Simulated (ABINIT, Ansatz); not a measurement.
Planning a run of Ansatz 0.2.0 on LiHS (Ama2). The input:

```yaml
crystal:
  lattice:
    - [6.15687, 0.0, 0.0]
    - [0.0, 2.809205, 2.75739]
    - [0.0, -2.809205, 2.75739]
  atoms:
    - { symbol: Li, position: [0.5, 0.50166, 0.50166] }
    - { symbol: Li, position: [0.0, 0.50166, 0.50166] }
    - { symbol: H, position: [0.25, 0.13309, 0.98349] }
    - { symbol: H, position: [0.75, 0.98349, 0.13309] }
    - { symbol: S, position: [0.75, 0.99876, 0.47534] }
    - { symbol: S, position: [0.25, 0.47534, 0.99876] }
kpoints:
  mp_grid: { grid: [4, 6, 6] }
hamiltonian:
  xc: pbesol
scf:
  occupations: { method: fixed }
dielectric: {}
```

```sh
ansatz run input.yaml --threads 4 --pin off --max-ram 5529MiB --backend cpu --events-out ev --progress --plain --runs-dir out
```

**Question.** How long will it take on 4 threads of Arm Neoverse V1, shared host, and how much memory?

It took 24 s; on shared hardware allow 12 s to 48 s. Peak host memory was 0.76 GiB.

[Paths, hosts, dates, memory and timing lines, banners, echoed tables and standing remarks are left out of the program output.]

[Logs are printed without paths, hosts, clocks, repeated set-up lines and the standing remarks that a program may print on its own settings, such as how far it seeks lower states.]

[Runs of the session that timed out or met a known fault of the program may be left out.]

[Hosts, paths, dates, database ids (printed as entryN), source tags and the programs' standing remarks are cut or masked in the printed files.]

[G0W0 gaps are taken among the corrected bands and points alone; a level outside them can change the order at an edge.]

[Where Ansatz stands beside ABINIT at settings called matched, ABINIT's density can come from a denser mesh and the files from another edition; pairs whose starting gaps differed by over 0.03 eV were left out, so agreement reads better than it is.]
